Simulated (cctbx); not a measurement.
# RbCaZrI7 with cctbx, script by script

Library: cctbx 2025.11. The data are simulated by the first script.

## 1. Simulate the data

run.py:

```python
from cctbx import adptbx, crystal, miller, sgtbx, xray
from cctbx.array_family import flex
from iotbx.shelx import hklf
from scitbx import matrix
import scitbx.random

cs = crystal.symmetry(unit_cell=(9.837, 15.955, 12.072, 90, 90, 90), space_group_symbol='Hall: -C 2c 2')  # Cmcm
atoms = [  # label, site, U (iso, or U11 U22 U33 U12 U13 U23 in A^2), occupancy
    ("I1", (0.7911, 0.142, 0.25), (0.0114, 0.0106, 0.0081, 0.0050, 0.0000, 0.0000), 1),
    ("I2", (0.1717, 0.8477, 0.25), (0.0175, 0.0146, 0.0185, -0.0009, 0.0000, 0.0000), 1),
    ("I3", (0.5, 0.7999, 0.9927), (0.0069, 0.0059, 0.0082, 0.0000, 0.0000, -0.0009), 1),
    ("I4", (0.5, 0.008, 0.25), (0.0067, 0.0125, 0.0143, 0.0000, 0.0000, 0.0000), 1),
    ("Zr1", (0.5, 0.1944, 0.25), (0.0098, 0.0102, 0.0111, 0.0000, 0.0000, 0.0000), 1),
    ("Rb1", (0, 0, 0), (0.0067, 0.0077, 0.0082, 0.0000, 0.0000, -0.0015), 1),
    ("Ca1", (0.5, 0.8101, 0.25), (0.0089, 0.0120, 0.0101, 0.0000, 0.0000, 0.0000), 1),
]
xs = xray.structure(crystal_symmetry=cs)
for label, site, u, occ in atoms:
    u = adptbx.u_cif_as_u_star(cs.unit_cell(), u) if isinstance(u, tuple) else u
    xs.add_scatterer(xray.scatterer(label, site=site, u=u, occupancy=occ))
xs.set_inelastic_form_factors(0.71073, "sasaki")
xs.show_summary()
p1 = xs.expand_to_p1()
ms = miller.build_set(p1, anomalous_flag=True, d_min=0.84)
flex.set_random_seed(240316)
scitbx.random.set_random_seed(240316)
ms = ms.select(flex.random_double(ms.size()) < 0.8)
i = ms.structure_factors_from_scatterers(p1, algorithm="direct").f_calc().as_intensity_array().data()
i = i * 40000 / flex.max(i)
sig = flex.sqrt(i + flex.pow2(0.04 * i) + 2 ** 2)
noise = scitbx.random.variate(scitbx.random.normal_distribution())(i.size())
data = ms.array(data=i + sig * noise, sigmas=sig).set_observation_type_xray_intensity()
with open("data.hkl", "w") as f:
    data.export_as_shelx_hklf(f)
print("reflections written:", data.size(), " <I/sigma> = %.1f" % flex.mean(data.data() / data.sigmas()))
for h, a, b in list(data.sort("data"))[:12]:
    print("%4d%4d%4d %9.1f %7.1f" % (h + (a, b)))
```

```console
$ python run.py
```

```text
Number of scatterers: 7
At special positions: 7
Unit cell: (9.837, 15.955, 12.072, 90, 90, 90)
Space group: C m c m (No. 63)
reflections written: 10598  <I/sigma> = 6.0
   0   0  -4   41710.7  1612.5
   0   0   4   40029.5  1612.5
   0   0   8   21613.6   831.4
   0   0  -8   19379.2   831.4
   0  -6   0   17016.7   652.0
   0   6   0   16181.8   652.0
   3   3   0   15342.7   599.2
  -3   3   0   15214.2   599.2
   2  10   0   14576.5   591.5
  -2  10   0   14401.3   591.5
  -2 -10   0   14122.4   591.5
  -3  -3   0   14087.7   599.2
```

Run time: 0.27 s on 1 thread of Arm Neoverse V2, on a shared host, peak memory 0.07 GiB.

## 2. Symmetry

run.py:

```python
from cctbx import crystal, sgtbx, statistics
from cctbx.array_family import flex
from iotbx.shelx import hklf

p1 = crystal.symmetry(unit_cell=(9.837, 15.955, 12.072, 90, 90, 90), space_group_symbol="P 1")
raw = hklf.reader(file_name="data.hkl").as_miller_arrays(crystal_symmetry=p1, anomalous=True)[0]
print(raw.size(), "reflections to d = %.3f A" % raw.d_min())
isig = raw.data() / raw.sigmas()
print("centring   violations  <I/sigma> of those")
best = "P"
for c in "ABCIRF":
    a = raw.customized_copy(space_group_info=sgtbx.space_group_info("Hall: %s 1" % c)).sys_absent_flags().data()
    m = flex.mean(isig.select(a))
    print("%5s %10d of %5d %8.1f" % (c, (isig.select(a) > 4).count(True), a.count(True), m))
    if (isig.select(a) > 4).count(True) < 0.01 * a.count(True):
        best = c
raw = raw.select(~raw.customized_copy(space_group_info=sgtbx.space_group_info("Hall: %s 1" % best)).sys_absent_flags().data())
isig = raw.data() / raw.sigmas()
rows = []
for s in sgtbx.space_group_symbol_iterator():
    g = sgtbx.space_group(s)
    if g.conventional_centring_type_symbol() != best or not g.is_compatible_unit_cell(p1.unit_cell(), 1e-3, 0.02):
        continue
    rows.append((s, g))
print("Laue class    unique    Rint  (classes that these axes allow; Friedel mates merged)")
rint = {}
for s, g in rows:
    laue = g.build_derived_patterson_group()
    key = laue.type().hall_symbol()
    if key not in rint:
        m = raw.customized_copy(space_group_info=laue.info(), anomalous_flag=False).merge_equivalents()
        rint[key] = m.r_int()
        print("%-14s %6d %7.3f" % (laue.type().lookup_symbol(), m.array().size(), m.r_int()))
floor = min(rint.values())
good = [(s, g) for s, g in rows if rint[g.build_derived_patterson_group().type().hall_symbol()] < 2 * floor + 0.03]
top = max(g.build_derived_patterson_group().order_z() for s, g in good)
print("space group    extra absences  I>4sigma  <I/sigma>")
for s, g in good:
    laue = g.build_derived_patterson_group()
    if laue.order_z() != top:
        continue
    a = raw.customized_copy(space_group_info=g.info()).sys_absent_flags().data()
    a &= ~raw.customized_copy(space_group_info=laue.info()).sys_absent_flags().data()
    bad = (isig.select(a) > 4).count(True)
    if bad <= 0.03 * a.count(True):
        print("%-16s %8d %10d %9s  %s" % (s.universal_hermann_mauguin(), a.count(True), bad, "%.1f" % flex.mean(isig.select(a)) if a.count(True) else "-", "centric" if g.is_centric() else "acentric"))
laue = max(good, key=lambda t: t[1].build_derived_patterson_group().order_z())[1].build_derived_patterson_group()
f = raw.customized_copy(space_group_info=laue.info(), anomalous_flag=False).merge_equivalents().array().eliminate_sys_absent().f_sq_as_f()
f.set_observation_type_xray_amplitude()
bins = max(3, min(8, f.size() // 12))
f.setup_binner(n_bins=bins)
w = statistics.wilson_plot(f, {e: n / laue.order_z() for e, n in {'I': 28.0, 'Zr': 4.0, 'Rb': 4.0, 'Ca': 4.0}.items()}, e_statistics=True)
print("Wilson B = %.2f A^2   <|E^2-1|> = %.3f (0.968 centric, 0.736 acentric)   E^2>4: %.1f %%" % (w.wilson_b, w.mean_e_sq_minus_1, w.percent_e_sq_gt_2))
print("shell (A)         n   <I/sigma>")
m = raw.customized_copy(space_group_info=laue.info(), anomalous_flag=False).merge_equivalents().array().eliminate_sys_absent()
for b in m.setup_binner(n_bins=bins).range_used():
    sel = m.binner().selection(b)
    print("%5.2f - %4.2f %6d %8.1f" % (min(m.binner().bin_d_range(b)[0] if m.binner().bin_d_range(b)[0] > 0 else 99, 99), m.binner().bin_d_range(b)[1], sel.count(True), flex.mean((m.data() / m.sigmas()).select(sel))))
```

```console
$ python run.py
```

```text
10598 reflections to d = 0.840 A
centring   violations  <I/sigma> of those
    A       2218 of  5330      6.1
    B       2218 of  5305      6.2
    C          0 of  5325     -0.0
    I       2009 of  5252      4.8
    R       2936 of  7085      6.0
    F       2218 of  7980      4.1
Laue class    unique    Rint  (classes that these axes allow; Friedel mates merged)
C 1 2/m 1        1729   0.032
C 2/m 1 1        1769   0.031
C m m m           971   0.035
space group    extra absences  I>4sigma  <I/sigma>
C 2 2 21               11          0       0.0  acentric
C 2 2 2                 0          0         -  acentric
C m m 2                 0          0         -  acentric
C m c 21               91          0      -0.0  acentric
C 2 m m                 0          0         -  acentric
C m 2 m                 0          0         -  acentric
C 2 c m                91          0      -0.0  acentric
C m c m                91          0      -0.0  centric
C m m m                 0          0         -  centric
Wilson B = 1.08 A^2   <|E^2-1|> = 1.004 (0.968 centric, 0.736 acentric)   E^2>4: 4.4 %
shell (A)         n   <I/sigma>
12.07 - 1.68    140     25.9
 1.68 - 1.33    122     27.8
 1.33 - 1.16    126     28.1
 1.16 - 1.06    117     26.8
 1.06 - 0.98    118     25.6
 0.98 - 0.92    117     23.1
 0.92 - 0.88    124     24.4
 0.88 - 0.84    107     24.0
```

Time: 0.26 s.

## 3. Charge flipping

run.py:

```python
import itertools
from cctbx import crystal, maptbx
from cctbx.array_family import flex
from iotbx.shelx import hklf
from smtbx.ab_initio import charge_flipping as cf

cs = crystal.symmetry(unit_cell=(9.837, 15.955, 12.072, 90, 90, 90), space_group_symbol='Hall: -C 2c 2')  # Cmcm
raw = hklf.reader(file_name="data.hkl").as_miller_arrays(crystal_symmetry=cs, anomalous=True)[0]
merged = raw.eliminate_sys_absent().merge_equivalents()
fo2 = merged.array().set_observation_type_xray_intensity()
f = fo2.average_bijvoet_mates().f_sq_as_f().resolution_filter(d_min=0.84)
p1 = f.expand_to_p1()
p1.setup_binner_counting_sorted(reflections_per_bin=max(40, p1.size() // 12))
work = p1.array(data=p1.data() / p1.amplitude_quasi_normalisations().data())
flex.set_random_seed(40328)
it = cf.weak_reflection_improved_iterator(delta=None, weak_reflection_fraction=0.3)
it.start(work, phases=flex.random_double(p1.size()) * 6.2832, f_000=0)
it.delta = 1.1 * it.rho_map.sigma()
print("cycle      R  skewness")
for n, st in enumerate(itertools.islice(it, 100)):
    if n % 8 == 0:
        print("%5d %6.3f %8.2f" % (n, st.r1_factor(), st.rho_map.skewness()))
rho = p1.phase_transfer(it.f_calc).fft_map().apply_volume_scaling()
polish = cf.low_density_elimination_iterator(constant_rho_c=rho.sigma())
polish.start(f_obs=p1, phases=it.f_calc, f_000=0)
for _ in range(8):
    next(polish)
print("origin shift          correlation  skewness")
maps = []
for fc, shift, cc in itertools.islice(cf.f_calc_symmetrisations(f, polish.f_calc, 0), 4):
    m = f.phase_transfer(fc).fft_map(symmetry_flags=maptbx.use_space_group_symmetry, resolution_factor=0.25).apply_sigma_scaling()
    maps.append((m.skewness(), cc, m))
    print("%6.3f %6.3f %6.3f %10.3f %9.2f" % (tuple(shift) + (cc, m.skewness())))
skew, cc, m = max((t for t in maps if t[1] > maps[0][1] - 0.04), key=lambda t: t[0])
print("taken: symmetry correlation %.3f, skewness %.2f" % (cc, skew))
peaks = m.peak_search(parameters=maptbx.peak_search_parameters(min_distance_sym_equiv=0.9, max_clusters=12)).all()
sps = cs.special_position_settings(min_distance_sym_equiv=0.5)
print("peak      x       y       z  mult  height/sigma")
for k, (x, h) in enumerate(zip(peaks.sites(), peaks.heights())):
    ss = sps.site_symmetry(x)
    print("Q%-3d %7.4f %7.4f %7.4f %4d %8.1f" % ((k + 1,) + tuple(t % 1 for t in ss.exact_site()) + (ss.multiplicity(), h)))
```

```console
$ python run.py
```

```text
cycle      R  skewness
    0  0.642     0.27
    8  0.558     1.28
   16  0.548     1.79
   24  0.520     4.23
   32  0.526     3.92
   40  0.521     3.97
   48  0.522     4.08
   56  0.522     3.91
   64  0.511     3.72
   72  0.509     3.79
   80  0.506     3.94
   88  0.509     3.84
   96  0.508     3.77
origin shift          correlation  skewness
 0.067  0.171  0.210      0.830      1.44
 0.067  0.171  0.460      0.831      1.54
 0.190  0.172  0.210      0.811      0.75
 0.190  0.173  0.460      0.812      0.88
taken: symmetry correlation 0.831, skewness 1.54
peak      x       y       z  mult  height/sigma
Q1    0.0000  0.3124  0.2500    4      9.8
Q2    0.0000  0.0998  0.0004    8      9.5
Q3    0.0000  0.3806  0.2500    4      9.0
Q4    0.0000  0.3118  0.7500    4      7.8
Q5    0.0000  0.0807  0.2500    4      7.5
Q6    0.0000  0.0732  0.7500    4      7.2
Q7    0.1960  0.4600  0.9950   16      5.6
Q8    0.0000  0.3010  0.0142    8      4.1
Q9    0.0000  0.3753  0.7500    4      3.8
Q10   0.0000  0.9954  0.2500    4      3.7
Q11   0.0000  0.4990  0.2500    4      3.6
Q12   0.1472  0.1415  0.2070   16      3.4
```

Time: 0.48 s.

## 4. Refinement (model from the peaks)

run.py:

```python
import math
from cctbx import adptbx, crystal, maptbx, sgtbx, xray
from cctbx.array_family import flex
from cctbx.xray import observations
from iotbx.shelx import hklf
from scitbx.lstbx import normal_eqns_solving
from smtbx import absolute_structure, utils
from smtbx.refinement import constraints, least_squares

cs = crystal.symmetry(unit_cell=(9.837, 15.955, 12.072, 90, 90, 90), space_group_symbol='Hall: -C 2c 2')  # Cmcm
atoms = [  # label, site, U (iso, or U11 U22 U33 U12 U13 U23 in A^2), occupancy
    ("I1", (0, 0.3124, 0.25), 0.0200, 1),
    ("I2", (0, 0.0998, 0.0004), 0.0200, 1),
    ("Ca1", (0, 0.3118, 0.75), 0.0200, 1),
    ("Zr1", (0, 0.0807, 0.25), 0.0200, 1),
    ("Rb1", (0, 0.0732, 0.75), 0.0200, 1),
    ("I3", (0.196, 0.46, 0.995), 0.0200, 1),
]
xs = xray.structure(crystal_symmetry=cs)
for label, site, u, occ in atoms:
    u = adptbx.u_cif_as_u_star(cs.unit_cell(), u) if isinstance(u, tuple) else u
    xs.add_scatterer(xray.scatterer(label, site=site, u=u, occupancy=occ))
xs.set_inelastic_form_factors(0.71073, "sasaki")
raw = hklf.reader(file_name="data.hkl").as_miller_arrays(crystal_symmetry=cs, anomalous=True)[0]
merged = raw.eliminate_sys_absent().merge_equivalents()
fo2 = merged.array().set_observation_type_xray_intensity()
print("Rint %.3f, %d unique reflections to %.2f A" % (merged.r_int(), fo2.size(), fo2.d_min()))
for sc in xs.scatterers():
    sc.flags.set_grad_site(True)
    sc.flags.set_grad_u_aniso(sc.flags.use_u_aniso())
    sc.flags.set_grad_u_iso(sc.flags.use_u_iso())
obs = fo2.as_xray_observations()
extra = {}
rep = constraints.reparametrisation(xs, [], utils.connectivity_table(xs), **extra)
ls = least_squares.crystallographic_ls(obs, rep, weighting_scheme=least_squares.mainstream_shelx_weighting(a=0, b=0))
print("cycle     R1     wR2    GooF  max shift (A)")
for cycle in range(6):
    ls.build_up()
    r1, wr2, goof = ls.r1_factor(cutoff_factor=2)[0], ls.wR2(), ls.goof()
    old = xs.sites_cart()
    normal_eqns_solving.levenberg_marquardt_iterations(ls, n_max_iterations=3, tau=0.0001, step_threshold=1e-7)
    big = flex.max((xs.sites_cart() - old).norms())
    print("%4d %7.4f %7.4f %7.3f %9.5f" % (cycle + 1, r1, wr2, goof, big))
    ls.build_up(objective_only=True)
    if abs(ls.wR2() - wr2) < 5e-5 and big < 5e-4:
        break
ls.build_up()
print("final R1 %.4f wR2 %.4f GooF %.3f  parameters %d  data/parameter %.1f" % (ls.r1_factor(cutoff_factor=2)[0], ls.wR2(), ls.goof(), ls.n_parameters, fo2.size() / ls.n_parameters))
cov = ls.covariance_matrix_and_annotations()
su = dict(zip(cov.annotations, (math.sqrt(max(v, 0)) for v in cov.matrix.matrix_packed_u_diagonal())))
a2 = cs.unit_cell().reciprocal_parameters()[0] ** -2
print("atom        x        y        z      Ueq    occ   su(xyz)  su(Uiso or U11)")
for sc in xs.scatterers():
    s = max(su.get(sc.label + k, 0) for k in (".x", ".y", ".z"))
    npd = "" if sc.is_positive_definite_u(cs.unit_cell()) else "  NPD"
    print("%-5s %8.5f %8.5f %8.5f %8.4f %6.3f %8.5f %7.4f%s" % ((sc.label,) + sc.site + (sc.u_iso_or_equiv(cs.unit_cell()), sc.occupancy, s, su.get(sc.label + ".uiso", su.get(sc.label + ".u11", 0) * a2), npd)))
fo = fo2.f_sq_as_f()
fc = fo.structure_factors_from_scatterers(xs, algorithm="direct").f_calc()
diff = fo.f_obs_minus_f_calc(1 / math.sqrt(ls.scale_factor()), fc).average_bijvoet_mates()
m = diff.fft_map(symmetry_flags=maptbx.use_space_group_symmetry, resolution_factor=0.25).apply_volume_scaling()
print("difference map: max %.2f min %.2f rms %.2f" % (m.statistics().max(), m.statistics().min(), m.statistics().sigma()))
peaks = m.peak_search(parameters=maptbx.peak_search_parameters(min_distance_sym_equiv=0.6, max_clusters=6)).all()
near = xs.closest_distances(peaks.sites(), distance_cutoff=4)
sps = cs.special_position_settings(min_distance_sym_equiv=0.5)
for k, (x, h) in enumerate(zip(peaks.sites(), peaks.heights())):
    ss = sps.site_symmetry(x)
    print("Q%-3d %7.4f %7.4f %7.4f %4d %7.2f  %.2f A from %s" % ((k + 1,) + tuple(t % 1 for t in ss.exact_site()) + (ss.multiplicity(), h, near.smallest_distances[k], xs.scatterers()[near.i_seqs[k]].label)))
```

```console
$ python run.py
```

```text
Rint 0.035, 935 unique reflections to 0.84 A
cycle     R1     wR2    GooF  max shift (A)
   1  0.9369  0.9967  31.260   2.48434
   2  0.8742  0.9864  30.936   0.38682
   3  0.9262  0.9954  31.217   0.45173
   4  0.9212  0.9948  31.198   1.02933
   5  0.9223  0.9950  31.204   0.10375
   6  0.8554  0.9820  30.798   0.11326
final R1 0.9191 wR2 0.9946 GooF 31.192  parameters 15  data/parameter 62.3
atom        x        y        z      Ueq    occ   su(xyz)  su(Uiso or U11)
I1     0.00000  0.31653  0.25000   0.0303  1.000  0.02937  0.1099
I2     0.00000  0.10014  0.00087   0.0402  1.000  0.02309  0.0963
Ca1    0.00000  0.46468  0.75000   0.0635  1.000  0.17085  0.5098
Zr1    0.00000  0.07863  0.25000   0.0420  1.000  0.06309  0.2027
Rb1    0.00000  0.04832  0.75000   0.0285  1.000  0.04074  0.1556
I3     0.21918  0.47002  0.98384   0.0266  1.000  0.02565  0.0397
difference map: max 1309.64 min -345.84 rms 79.68
Q1    0.0000  0.3152  0.2500    4 1320.29  0.02 A from I1
Q2    0.0000  0.0982  0.0014    8 1268.87  0.03 A from I2
Q3    0.0000  0.0846  0.2500    4 1113.16  0.10 A from Zr1
Q4    0.2129  0.4699  0.5119   16 1005.55  0.08 A from I3
Q5    0.0000  0.0513  0.7500    4  678.07  0.05 A from Rb1
Q6    0.0000  0.3804  0.2500    4  577.55  1.02 A from I1
```

Time: 0.62 s.

Figures of merit this high mean that the model is still wrong or incomplete.

## 5. Charge flipping

run.py, as its changes from the last script of this kind:

```diff
@@ -13,3 +13,2 @@
-p1.setup_binner_counting_sorted(reflections_per_bin=max(40, p1.size() // 12))
-work = p1.array(data=p1.data() / p1.amplitude_quasi_normalisations().data())
-flex.set_random_seed(40328)
+work = p1
+flex.set_random_seed(40329)
@@ -20,2 +19,2 @@
-for n, st in enumerate(itertools.islice(it, 100)):
-    if n % 8 == 0:
+for n, st in enumerate(itertools.islice(it, 200)):
+    if n % 16 == 0:
```

```console
$ python run.py
```

```text
cycle      R  skewness
    0  0.623     0.33
   16  0.416     5.52
   32  0.338     5.43
   48  0.329     5.35
   64  0.333     5.21
   80  0.331     5.18
   96  0.344     5.23
  112  0.334     5.20
  128  0.331     5.13
  144  0.333     5.11
  160  0.338     5.21
  176  0.338     5.15
  192  0.337     5.26
origin shift          correlation  skewness
 0.456  0.190  0.189      0.835      1.77
 0.456  0.190  0.439      0.835      1.66
 0.437  0.337  0.188      0.833      1.84
 0.437  0.337  0.438      0.832      1.72
taken: symmetry correlation 0.833, skewness 1.84
peak      x       y       z  mult  height/sigma
Q1    0.0000  0.1481  0.2500    4     13.4
Q2    0.1736  0.0000  0.0000    8      7.8
Q3    0.0000  0.1510  0.7500    4      7.1
Q4    0.0000  0.3265  0.0089    8      6.8
Q5    0.1940  0.4989  0.2500    8      6.6
Q6    0.1757  0.2991  0.9987   16      5.8
Q7    0.0000  0.2059  0.1871    8      5.0
Q8    0.0000  0.2050  0.6890    8      4.6
Q9    0.1995  0.3472  0.0539   16      4.4
Q10   0.1131  0.3131  0.2500    8      3.7
Q11   0.0000  0.5016  0.0374    8      3.3
Q12   0.1994  0.3470  0.5570   16      3.2
```

Time: 0.58 s.

## 6. Refinement (model from the peaks)

run.py, as its changes from the last script of this kind:

```diff
@@ -12,6 +12,5 @@
-    ("I1", (0, 0.3124, 0.25), 0.0200, 1),
-    ("I2", (0, 0.0998, 0.0004), 0.0200, 1),
-    ("Ca1", (0, 0.3118, 0.75), 0.0200, 1),
-    ("Zr1", (0, 0.0807, 0.25), 0.0200, 1),
-    ("Rb1", (0, 0.0732, 0.75), 0.0200, 1),
-    ("I3", (0.196, 0.46, 0.995), 0.0200, 1),
+    ("I1", (0, 0.1481, 0.25), 0.0200, 1),
+    ("I2", (0.1736, 0, 0), 0.0200, 1),
+    ("Zr1", (0, 0.151, 0.75), 0.0200, 1),
+    ("I3", (0, 0.3265, 0.0089), 0.0200, 1),
+    ("I4", (0.194, 0.4989, 0.25), 0.0200, 1),
@@ -62 +61 @@
-peaks = m.peak_search(parameters=maptbx.peak_search_parameters(min_distance_sym_equiv=0.6, max_clusters=6)).all()
+peaks = m.peak_search(parameters=maptbx.peak_search_parameters(min_distance_sym_equiv=0.6, max_clusters=7)).all()
```

```console
$ python run.py
```

```text
Rint 0.035, 935 unique reflections to 0.84 A
cycle     R1     wR2    GooF  max shift (A)
   1  0.9527  0.9977  31.238   0.55722
   2  0.8474  0.9744  30.509   0.16635
   3  0.8379  0.9689  30.339   0.81359
   4  0.8128  0.9603  30.069   0.05974
   5  0.8042  0.9578  29.990   0.01024
   6  0.8027  0.9577  29.986   0.00494
final R1 0.8022 wR2 0.9577 GooF 29.986  parameters 12  data/parameter 77.9
atom        x        y        z      Ueq    occ   su(xyz)  su(Uiso or U11)
I1     0.00000  0.12295  0.25000   0.0007  1.000  0.00299  0.0093
I2     0.11452  0.00000  0.00000   0.0250  1.000  0.00464  0.0114
Zr1    0.00000  0.05027  0.75000   0.0034  1.000  0.00453  0.0141
I3     0.00000  0.34930 -0.00209   0.0742  1.000  0.00589  0.0290
I4     0.18926  0.50744  0.25000   0.0137  1.000  0.00381  0.0097
difference map: max 529.97 min -138.11 rms 30.24
Q1    0.0000  0.1305  0.2500    4  544.92  0.12 A from I1
Q2    0.1898  0.5053  0.2500    8  515.15  0.03 A from I4
Q3    0.0000  0.3453  0.9971    8  448.34  0.06 A from I3
Q4    0.0000  0.0550  0.9953    8  289.99  1.43 A from I2
Q5    0.0000  0.0506  0.7500    4  266.03  0.01 A from Zr1
Q6    0.1991  0.2082  0.2500    8  236.20  2.38 A from I1
Q7    0.1567  0.2009  0.7500    8  176.96  2.85 A from Zr1
```

It took 0.61 s on 1 thread of Arm Neoverse V2, with other jobs on the host, peak memory 0.09 GiB.

Figures of merit this high mean that the model is still wrong or incomplete.

[Logs are printed without paths, hosts, clocks, repeated set-up lines and the standing remarks that a program may print on its own settings, such as how far it seeks lower states.]
